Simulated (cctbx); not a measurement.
# Accept or mend?

Cell a = 4.2690 Å, b = 4.2690 Å, c = 5.3280 Å, α = 90.00°, β = 90.00°, γ = 120.00°; space group P-3m1 (no. 164). The compound is CdPb2.

The data are simulated with cctbx, not measured: Mo Kα, λ = 0.71073 Å, to d = 0.7 Å, 80 % of the full sphere, strongest reflection 5000 counts, noise from counting, a 1.5 % proportional error and a noise floor of 2 counts (s.d.); no absorption.

An anisotropic refinement with weights 1/σ² prints:

```text
Rint 0.018, 8 unique reflections to 2.13 A
cycle     R1     wR2    GooF  max shift (A)
   1  0.0025  0.0042   0.472   0.00019
   2  0.0012  0.0021   0.241   0.00000
final R1 0.0012 wR2 0.0021 GooF 0.241  parameters 5  data/parameter 1.6
atom        x        y        z      Ueq    occ   su(xyz)  su(Uiso or U11)
Pb1    0.33333  0.66667  0.40063   0.0084  1.000  0.00009  0.0008
Cd1    0.00000  0.00000  0.00000   0.0063  1.000  0.00000  0.0019
difference map: max 0.02 min -0.03 rms 0.01
Q1    0.0000  0.0000  0.1812    2    0.02  0.97 A from Cd1
Q2    0.0000  0.0000  0.0000    1    0.01  0.00 A from Cd1
Q3    0.3333  0.6667  0.1179    2    0.01  1.51 A from Pb1
```

Q: Accept it or mend it, and why?

Mend it. The fault: data cut at low resolution. Against the right model at the same level, R1 goes from 0.0069 to 0.0012 and GooF from 0.85 to 0.24. The atoms are right, but there are too few data for the parameters: R1 flatters and the s.u.s grow. Data per parameter fall from 24 to 1.6.

The compound is CdPb2. The right model at the same level gives:

```text
Rint 0.028, 120 unique reflections to 0.70 A
cycle     R1     wR2    GooF  max shift (A)
   1  0.0094  0.0212   1.145   0.00003
   2  0.0069  0.0157   0.846   0.00000
final R1 0.0069 wR2 0.0157 GooF 0.846  parameters 5  data/parameter 24.0
atom        x        y        z      Ueq    occ   su(xyz)  su(Uiso or U11)
Pb1    0.33333  0.66667  0.40060   0.0102  1.000  0.00004  0.0001
Cd1    0.00000  0.00000  0.00000   0.0075  1.000  0.00000  0.0001
difference map: max 1.30 min -0.57 rms 0.16
Q1    0.0000  0.0000  0.5000    1    1.30  2.52 A from Pb1
Q2    0.0000  0.0000  0.2035    2    0.90  1.08 A from Cd1
Q3    0.2698  0.5396  0.6770    6    0.60  1.55 A from Pb1
Q4    0.1416  0.5708  0.1804    6    0.49  1.37 A from Pb1
Q5    0.2073  0.4145  0.3150    6    0.45  1.04 A from Pb1
Q6    0.1322  0.2644  0.4739    6    0.45  1.54 A from Pb1
```

The model was made for the exercise: a known structure type with other elements put in, its volume estimated, not relaxed; displacement parameters are assumed.

[Middle refinement cycles are left out of these outputs.]

[Logs are printed without paths, hosts, clocks, repeated set-up lines and the standing remarks that a program may print on its own settings, such as how far it seeks lower states.]
